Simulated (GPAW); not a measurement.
# OH/Ag(100): work function by functional and basis, part 2 of 2

Aim: the work function of both faces of OH/Ag(100), and its spread over functionals and bases.

GPAW 26.7.0; GPAW, PAW setups; slab in vacuum, relaxation (the session's first sound run).

So far, upper work function (eV): step 2 (relaxation, PBE, GPAW) 4.18; step 4 (self-consistent run: xc = "revPBE") 4.09; step 5 (OptPBE vdW: xc = "optPBE-vdW", GPAW, PAW setups, GPAW) 4.48; step 6 (self-consistent run: xc = "RPBE") 4.12; step 7 (self-consistent run: xc = "vdW-DF2", GPAW, PAW setups, GPAW) 4.82.

## 8. Self-consistent run: xc = "LDA" (continued)

The electrostatic potential energy of an electron (without an applied field's), less the Fermi level, planar mean oscillates, so the rows of the table below give means over windows of 1 Å about each position, cut where the curve ends. Its maxima inside the range that stand out by 2 % of the span (Å: eV): 8.0: -0.267, 10.1: -0.316, 12.1: 0.208, 14.5: 5.16, 15.9: 4.04. Its minima: 7.0: -16.9, 9.0: -17.1, 11.1: -17.0, 13.2: -16.7, 15.3: -4.33, 16.3: 2.55.

Electrostatic potential energy of an electron (without an applied field's), less the Fermi level, planar mean against z; means over each step:

```csv
z (Å),"electrostatic potential energy of an electron (without an applied field's), less the Fermi level, planar mean (eV)"
0,4.64
1,4.70
2,4.70
3,4.70
4,4.68
5,4.42
6,0.618
7,-13.0
8,-2.41
9,-13.2
10,-2.58
11,-12.9
12,-2.25
13,-12.1
14,-0.516
15,0.454
16,2.94
17,4.04
18,4.33
19,4.34
20,4.34
21,4.34
22,4.34
23,4.37
```

The upper face's work function is 4.343 eV, against 4.183 eV in the first plane-wave PBE run at this geometry.

## 9. Real-space grid: mode = "fd"

A real-space grid is a second complete basis, so it checks the plane-wave result.

File run.py:

```python
import json
import numpy as np
from ase import Atoms
from gpaw import GPAW

slab = Atoms(
    ['Ag', 'Ag', 'Ag', 'Ag', 'O', 'H'],
    positions=[
        [1.44603, 1.44603, 7.00000],
        [0.00000, 0.00000, 9.04500],
        [1.44603, 1.44603, 11.09000],
        [0.00000, 0.00000, 13.16558],
        [-0.00000, 0.00000, 15.23984],
        [0.00000, 0.00000, 16.21058]],
    cell=[[2.89207, 0.0, 0.0], [0.0, 2.89207, 0.0], [0.0, 0.0, 23.225]],
    pbc=[True, True, False])

slab.calc = GPAW(mode='fd', h=0.18, xc='PBE', kpts={'size': (11, 11, 1), 'gamma': True},
                 occupations={'name': 'fermi-dirac', 'width': 0.1}, nbands='160%',
                 convergence={'density': 1e-05}, maxiter=200,
                 poissonsolver={'dipolelayer': 'xy'},
                 symmetry={'tolerance': 1e-3}, txt='slab.txt')
result = {}
energy = slab.get_potential_energy()
fermi = slab.calc.get_fermi_level()
v = slab.calc.get_electrostatic_potential().mean((0, 1)) - fermi
n = slab.calc.get_pseudo_density().mean((0, 1))
L = slab.cell[2, 2]
z = np.arange(len(v)) * L / len(v)
low, high = slab.positions[:, 2].min(), slab.positions[:, 2].max()
below, above = np.interp([low - 4.8, high + 4.8], z, v)
slopes = [np.interp(x, z, np.gradient(v, z)) for x in (low - 4.8, high + 4.8)]
eps = np.array([[slab.calc.get_eigenvalues(k, s) for k in range(len(slab.calc.get_ibz_k_points()))]
                for s in range(slab.calc.get_number_of_spins())]) - fermi
top, bottom = eps[eps < 0].max(), eps[eps > 0].min()
dipole = slab.get_dipole_moment()[2]
print(f'energy {energy:.4f} eV, Fermi level {fermi:.4f} eV, dipole {dipole:.5f} e A')
print(f'potential 4.8 A off the faces, from the Fermi level: lower {below:.4f} eV, upper {above:.4f} eV')
print(f'slope of the potential there: lower {slopes[0]:.5f}, upper {slopes[1]:.5f} eV/A')
print(f'nearest levels on the mesh: {top:.4f} and {bottom:.4f} eV')
print('magnetic moment', round(slab.get_magnetic_moment(), 3))
result.update(energy=energy, fermi=fermi, dipole=dipole, below=below, above=above, slopes=slopes, edges=[top, bottom],
              z=z.tolist(), v=v.tolist(), n=n.tolist(), positions=slab.positions.tolist(),
              forces=slab.get_forces(apply_constraint=False).tolist(), moments=slab.get_magnetic_moments().tolist())
json.dump(result, open('result.json', 'w'))
```

Started as:

```sh
OMP_NUM_THREADS=1 OPENBLAS_NUM_THREADS=1 python run.py
```

Wall time 17 min (1 thread of Arm Neoverse V1, shared host); peak memory 1.1 GiB.

This step gave:

```
dipole along the normal                    : 0.004614 e·Å
levels nearest the Fermi level on the mesh : -0.02194, 0.01620 eV from the Fermi level
upper work function                        : 4.183 eV
lower work function                        : 4.283 eV
```

The upper face's work function is 4.183 eV, against 4.183 eV in the first plane-wave PBE run at this geometry.

## 10. Atomic orbitals: mode = "lcao"

Atom-centred orbitals end a few angstrom from the surface, which tests how much the density's tail matters.

Changes to run.py since step 9:

```diff
@@ -17,4 +17,4 @@
 
-slab.calc = GPAW(mode='fd', h=0.18, xc='PBE', kpts={'size': (11, 11, 1), 'gamma': True},
-                 occupations={'name': 'fermi-dirac', 'width': 0.1}, nbands='160%',
+slab.calc = GPAW(mode='lcao', basis='dzp', h=0.18, xc='PBE', kpts={'size': (11, 11, 1), 'gamma': True},
+                 occupations={'name': 'fermi-dirac', 'width': 0.1}, nbands='120%',
                  convergence={'density': 1e-05}, maxiter=200,
```

Elapsed: 16 min, on 1 thread; peak memory 0.39 GiB.

Numbers from this step:

```yaml
dipole_along_the_normal: 0.002967 e·Å
levels_nearest_the_fermi_level_on_the_mesh: -0.01782, 0.02094 eV from the Fermi level
upper_work_function: 4.194 eV
lower_work_function: 4.257 eV
```

The upper face's work function is 4.194 eV, against 4.183 eV in the first plane-wave PBE run at this geometry.

## 11. The ladder

Times are for 1 thread of Arm Neoverse V1, shared host. The series side by side:

```csv
no.,run,upper work function (eV),lower work function (eV),time,memory (GiB)
1,pw,4.183,4.285,3.7 min,0.31
2,revPBE,4.092,4.110,5 min,0.31
3,optPBE vdW,4.480,4.466,4.4 min,0.45
4,RPBE,4.115,4.085,5.3 min,0.31
5,vdW DF2,4.817,4.690,9.3 min,0.45
6,LDA,4.343,4.704,3.9 min,0.31
7,fd,4.183,4.283,17 min,1.1
8,lcao,4.194,4.257,16 min,0.39
```

## 12. Side by side

Results and costs are gathered.

This step: comparison of work functions, dipole and cost (GPAW 26.7.0).

Ladder, by row:

```csv
step,code,"work function, upper (eV)","work function, lower (eV)",dipole (e Å),wall time (s),peak memory (GiB),threads
pw,GPAW,4.183,4.285,0.004226,220.5,0.31,1
revPBE,GPAW,4.092,4.11,3.29e-4,300,0.31,1
optPBE-vdW,GPAW,4.48,4.466,-0.001112,263.1,0.45,1
RPBE,GPAW,4.115,4.085,-0.001879,316.7,0.31,1
vdW-DF2,GPAW,4.817,4.69,-0.006325,556.1,0.45,1
LDA,GPAW,4.343,4.704,0.0162,235.2,0.31,1
fd,GPAW,4.183,4.283,0.004614,1035,1.1,1
lcao,GPAW,4.194,4.257,0.002967,983.1,0.39,1
```

## 13. Results

* work function, upper and lower face: 4.183 and 4.285 eV
* dipole along the normal: 0.00423 e Å

With plane waves and PBE the work function is 4.18 eV on the upper face and 4.29 eV on the lower. The two faces differ by 0.10 eV, the step that the slab's dipole makes (e p/(ε0 A) gives 0.091 eV), so the dipole layer is needed. Over the sound runs of the table the upper face's work function spans 4.092 (revPBE) to 4.817 eV (vdW-DF2). The cell of 8.36 Å² holds one OH, started on one chosen site; other sites and coverages weren't tried. The in-plane lattice was kept as typed, which isn't the functional's own and leaves some strain; spin-orbit coupling and temperature are left out.

[Logs are printed without paths, hosts, clocks, repeated set-up lines and the standing remarks that a program may print on its own settings, such as how far it seeks lower states.]

[Hosts, paths, dates, database ids (printed as entryN), source tags and the programs' standing remarks are cut or masked in the printed files.]
